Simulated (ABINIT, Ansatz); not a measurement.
# KCaF3 (Pm-3m): one start, several treatments of the self-energy, part 2 of 2

Wanted: the gap of KCaF3 (Pm-3m) under several approximations, with cost.

ABINIT 10.8.3; PBEsol and many-body steps on it, plane waves. Known limits of the many-body steps: not at the basis limit; coarse k mesh.

So far. Step 5 (G0W0, Hybertsen-Louie plasmon pole): Against G0W0 in ABINIT (2×2×2 mesh, 79 bands, screening to 114.3 eV, Godby-Needs plasmon pole), the gap moves by +0.700 eV. Step 6 (G0W0, Engel-Farid plasmon pole): Against G0W0 in ABINIT (2×2×2 mesh, 79 bands, screening to 114.3 eV, Godby-Needs plasmon pole), the gap moves by −0.009 eV.

### Step 7. One-shot Hartree-Fock

This step: one-shot Hartree-Fock on PBEsol, plane waves, norm-conserving pseudopotentials.

run.abi

```
acell 3*1.0 Angstrom
rprim 
  4.481726000000 0.000000000000 0.000000000000
  0.000000000000 4.481726000000 0.000000000000
  0.000000000000 0.000000000000 4.481726000000
ntypat 3
znucl 19 20 9
natom 5
typat 1 2 3 3 3
xred 
  0.500000000000 0.500000000000 0.500000000000
  0.000000000000 0.000000000000 0.000000000000
  0.000000000000 0.500000000000 0.000000000000
  0.000000000000 0.000000000000 0.500000000000
  0.500000000000 0.000000000000 0.000000000000
pp_dirpath "pseudos"
pseudos "K.upf, Ca.upf, F.upf"
ecut 36
ngkpt 2 2 2
nshiftk 1
shiftk 0 0 0
kptopt 1
chksymbreak 0
istwfk *1
occopt 1
irdwfk 1
optdriver 4
nband 24
gwcalctyp 5
ecutsigx 36
symsigma 1
nkptgw 2
kptgw 
  0.5000000000 0.5000000000 0.5000000000
  0.0000000000 0.0000000000 0.0000000000
bdgw 
  18 23
  18 24
ixc_sigma 40
fftgw 31
indata_prefix "in"
outdata_prefix "out"
tmpdata_prefix "tmp"
```

Run with:

```sh
> OMP_NUM_THREADS=1 mpirun -n 4 abinit run.abi > log
```

Numbers of over 12 decimals in the logs are rounded to 6 here.

The program printed:

```text
.Version 10.8.3 of ABINIT. v10.8.2 released Aug 2026.

 Symmetries : space group Pm -3 m (#221); Bravais cP (primitive cubic)
[... echo of the input left out ...]
== DATASET  1 ==================================================================
-   mpi_nproc: 4, omp_nthreads: 1 (-1 if OMP is not activated)

--- !DatasetInfo
iteration_state: {dtset: 1, }
dimensions: {natom: 5, nkpt: 4, mband: 24, nsppol: 1, nspinor: 1, nspden: 1, mpw: 6302, }
cutoff_energies: {ecut:  36.0, pawecutdg:  -1.0, }
[...]
Band     E0 <VxcDFT>   SigX SigC(E0)      Z dSigC/dE  Sig(E)    E-E0       E
[...]
23   8.376 -12.906  -6.207   0.000   1.000   0.000  -6.207   6.699  15.075
       24   8.376 -12.906  -6.207   0.000   1.000   0.000  -6.207   6.699  15.075

== END DATASET(S) ==============================================================
================================================================================

 -outvars: echo values of variables after computation  --------
           etotal      0.0000000000E+00
            nband          24
             nkpt           4
          spgroup         221
 [... the other variables as echoed above ...]

 Calculation completed.
```

Run time: 3.3 s. Hardware: 4 MPI ranks of Arm Neoverse V2, shared host; peak memory 0.66 GiB.

Numbers from this step:

```yaml
quasiparticle_gap_on_the_points_computed: 17.75 eV
starting_gap_on_the_mesh: 6.057 eV
k_of_the_valence_top: 0.5, 0.5, 0.5
k_of_the_conduction_bottom: 0, 0, 0
least_direct_quasiparticle_gap_on_the_computed_points: 17.94 eV
```

Against G0W0 in ABINIT (2×2×2 mesh, 79 bands, screening to 114.3 eV, Godby-Needs plasmon pole), the gap moves by +8.218 eV.

### Step 8. Screening, 2×2×2 mesh, 79 bands, screening to 114.3 eV

This step: RPA screening on PBEsol, plane waves, norm-conserving pseudopotentials.

run.abi: that of step 7 with these lines changed.

```diff
@@ -26,16 +26,14 @@
 irdwfk 1
-optdriver 4
-nband 24
-gwcalctyp 5
-ecutsigx 36
-symsigma 1
-nkptgw 2
-kptgw 
-  0.5000000000 0.5000000000 0.5000000000
-  0.0000000000 0.0000000000 0.0000000000
-bdgw 
-  18 23
-  18 24
-ixc_sigma 40
-fftgw 31
+optdriver 3
+nband 79
+ecuteps 4.2
+inclvkb 2
+awtr 1
+symchi 1
+gwcalctyp 2
+nfreqre 16
+freqremax 40 eV
+nfreqim 8
+spmeth 1
+nomegasf 120
 indata_prefix "in"
```

The program printed:

```text
.Version 10.8.3 of ABINIT. v10.8.2 released Aug 2026.

 Symmetries : space group Pm -3 m (#221); Bravais cP (primitive cubic)
[... echo of the input left out ...]
== DATASET  1 ==================================================================
-   mpi_nproc: 4, omp_nthreads: 1 (-1 if OMP is not activated)

--- !DatasetInfo
iteration_state: {dtset: 1, }
dimensions: {natom: 5, nkpt: 4, mband: 79, nsppol: 1, nspinor: 1, nspden: 1, mpw: 6302, }
cutoff_energies: {ecut:  36.0, pawecutdg:  -1.0, }
electrons: {nelect:   4.00000000E+01, charge:   0.00000000E+00, occopt:   1.00000000E+00, tsmear:   1.00000000E-02, }

 SCREENING: Calculation of the susceptibility and dielectric matrices

 Based on a program developped by R.W. Godby, V. Olevano, G. Onida, and L. Reining.
 Incorporated in ABINIT by V. Olevano, G.-M. Rignanese, and M. Torrent.
.Using double precision arithmetic ; gwpc =  8

[... cell and pseudopotentials left out ...]
--------------------------------------------------------------------------------

 ==== K-mesh for the wavefunctions ====
 Number of points in the irreducible wedge :     4
[... list of points left out ...]
 Together with 48 symmetry operations and time-reversal symmetry
 yields     8 points in the full Brillouin Zone.

 ==== Q-mesh for the screening function ====
 Number of points in the irreducible wedge :     4
[... list of points left out ...]
 Together with 48 symmetry operations and time-reversal symmetry
 yields     8 points in the full Brillouin Zone.

 setmesh: FFT mesh size selected  =    32x   32x   32
          total number of points  =        32768

 vcoul_init : cutoff-mode = AUXILIARY_FUNCTION
 q-points for optical limit:   1
     1)      0.000010    0.000020    0.000030

- screening: taking advantage of time-reversal symmetry
- Maximum band index for partially occupied states nbvw = 20
- Remaining bands to be divided among processors   nbcw = 59
- Number of bands treated by each node ~14

 Number of electrons calculated from density =   40.0000; Expected =   40.0000
 average of density, n =  0.065846
 r_s =    1.5362
 omega_plasma =   24.7525 [eV]

 calculating chi0 at frequencies [eV] :
  1    0.000000E+00    0.000000E+00
  2    2.666667E+00    0.000000E+00
  3    5.333333E+00    0.000000E+00
[...]
23    0.000000E+00    6.304035E+01
 24    0.000000E+00    8.876150E+01

--------------------------------------------------------------------------------
  q-point number  1        q = ( 0.000000, 0.000000, 0.000000) [r.l.u.]
--------------------------------------------------------------------------------
[... chi0 elements left out ...]
  [... further frequencies ...]

 No. of calculated frequencies >  15, stop printing
 For q-point:  0.000010 0.000020 0.000030
  dielectric constant =   2.0104
  dielectric constant without local fields =   2.1693

  Average fulfillment of the sum rule on Im[epsilon] for q-point    1 :     38.80  [%]
[... wings left out ...]
  q-point number  2        q = ( 0.500000, 0.000000, 0.000000) [r.l.u.]
--------------------------------------------------------------------------------
[... chi0 elements left out ...]
  [... further frequencies ...]

 No. of calculated frequencies >  15, stop printing
  Average fulfillment of the sum rule on Im[epsilon] for q-point    2 :     46.25  [%]

 [... 2 further q-points ...]
```

It took 14 s on 4 MPI ranks; peak memory 1.1 GiB; 54 s of CPU time.

Numbers from this step:

* ε∞ with local fields, on this mesh, along the program's q direction: 2.010
* the same without local fields: 2.169
* plasma frequency: 24.75 eV
* plane waves in the screening matrix: 251

### Step 9. G0W0, contour deformation

This step: G0W0 on PBEsol, plane waves, norm-conserving pseudopotentials.

run.abi: that of step 8 with these lines changed.

```diff
@@ -26,14 +26,16 @@
 irdwfk 1
-optdriver 3
+optdriver 4
 nband 79
+gwcalctyp 2
+ecutsigx 36
+symsigma 1
+nkptgw 2
+kptgw 
+  0.5000000000 0.5000000000 0.5000000000
+  0.0000000000 0.0000000000 0.0000000000
+bdgw 
+  18 23
+  18 24
 ecuteps 4.2
-inclvkb 2
-awtr 1
-symchi 1
-gwcalctyp 2
-nfreqre 16
-freqremax 40 eV
-nfreqim 8
-spmeth 1
-nomegasf 120
+irdscr 1
 indata_prefix "in"
```

The program printed:

```text
.Version 10.8.3 of ABINIT. v10.8.2 released Aug 2026.

 Symmetries : space group Pm -3 m (#221); Bravais cP (primitive cubic)
[... echo of the input left out ...]
== DATASET  1 ==================================================================
-   mpi_nproc: 4, omp_nthreads: 1 (-1 if OMP is not activated)

--- !DatasetInfo
iteration_state: {dtset: 1, }
dimensions: {natom: 5, nkpt: 4, mband: 79, nsppol: 1, nspinor: 1, nspden: 1, mpw: 6302, }
cutoff_energies: {ecut:  36.0, pawecutdg:  -1.0, }
[...]
Band     E0 <VxcDFT>   SigX SigC(E0)      Z dSigC/dE  Sig(E)    E-E0       E
[...]
24   8.376 -12.906  -6.207  -2.755   0.871  -0.149  -9.472   3.433  11.809
       24   0.000   0.000   0.000  -0.000   0.000   0.000  -0.000  -0.000  -0.000

== END DATASET(S) ==============================================================
================================================================================

 -outvars: echo values of variables after computation  --------
           etotal      0.0000000000E+00
            nband          79
             nkpt           4
          spgroup         221
 [... the other variables as echoed above ...]

 Calculation completed.
```

Elapsed: 5.7 s, on 4 MPI ranks; peak memory 0.74 GiB.

Numbers from this step:

```
G0W0 gap on the points computed              : 9.489 eV
starting gap on the mesh                     : 6.057 eV
k of the valence top                         : 0.5, 0.5, 0.5
k of the conduction bottom                   : 0, 0, 0
least direct G0W0 gap on the computed points : 9.699 eV
```

Against G0W0 in ABINIT (2×2×2 mesh, 79 bands, screening to 114.3 eV, Godby-Needs plasmon pole), the gap moves by −0.040 eV.

### Step 10. The runs together

Times are wall times on 4 MPI ranks of Arm Neoverse V2, shared host, good to a factor of about two. A run's time includes the screening step that it read.

```tsv
run	mesh	bands	screening cutoff (eV)	DFT gap (eV)	gap on the mesh (eV)	direct (eV)	ε∞ used	time
G0W0, Godby-Needs plasmon pole	2×2×2	79	114.3	6.057	9.529	9.739	2.00	17 s
G0W0, Hybertsen-Louie plasmon pole	2×2×2	79	114.3	6.057	10.229	10.430	2.00	17 s
G0W0, Engel-Farid plasmon pole	2×2×2	79	114.3	6.057	9.520	9.732	2.00	15 s
one-shot Hartree-Fock	2×2×2	-	-	6.057	17.747	17.940	-	3.3 s
G0W0, contour deformation	2×2×2	79	114.3	6.057	9.489	9.699	2.01	19 s
```

### Step 11. Outcome

| Property | Result |
| --- | --- |
| G0W0, Godby-Needs plasmon pole | 9.529 eV |
| G0W0, Hybertsen-Louie plasmon pole | 10.229 eV |
| G0W0, Engel-Farid plasmon pole | 9.520 eV |
| one-shot Hartree-Fock | 17.747 eV |
| G0W0, contour deformation | 9.489 eV |
| known limits | not at the basis limit; coarse k mesh |

What this shows: G0W0, Hybertsen-Louie plasmon pole: +0.700 eV against G0W0, Godby-Needs plasmon pole. G0W0, Engel-Farid plasmon pole: −0.009 eV against G0W0, Godby-Needs plasmon pole. One-shot Hartree-Fock: +8.218 eV against G0W0, Godby-Needs plasmon pole. G0W0, contour deformation: −0.040 eV against G0W0, Godby-Needs plasmon pole. Bare exchange alone opens the gap to 17.75 eV; against G0W0, correlation takes back 8.22 eV. Bands and cutoff are finite, so the gap is not at the basis limit. The miss can reach some tenths of an eV and take either sign; the mesh is an error of its own. In the G0W0 runs levels were corrected at 2 k points alone, so a gap called «on the mesh» is the least over those, and an edge elsewhere would be missed. The 2×2×2 mesh is coarse for this cell, which bears on the long-range parts of exchange and screening. This is the ideal cubic cell; many perovskites, halides above all, are cubic only on average, and local tilts or off-centring can widen the gap.

[Paths, hosts, dates, memory and timing lines, banners, echoed tables and standing remarks are left out of the program output.]

[Logs are printed without paths, hosts, clocks, repeated set-up lines and the standing remarks that a program may print on its own settings, such as how far it seeks lower states.]

[Runs of the session that timed out or met a known fault of the program may be left out.]

[Hosts, paths, dates, database ids (printed as entryN), source tags and the programs' standing remarks are cut or masked in the printed files.]

[G0W0 gaps are taken among the corrected bands and points alone; a level outside them can change the order at an edge.]

[Where Ansatz stands beside ABINIT at settings called matched, ABINIT's density can come from a denser mesh and the files from another edition; pairs whose starting gaps differed by over 0.03 eV were left out, so agreement reads better than it is.]
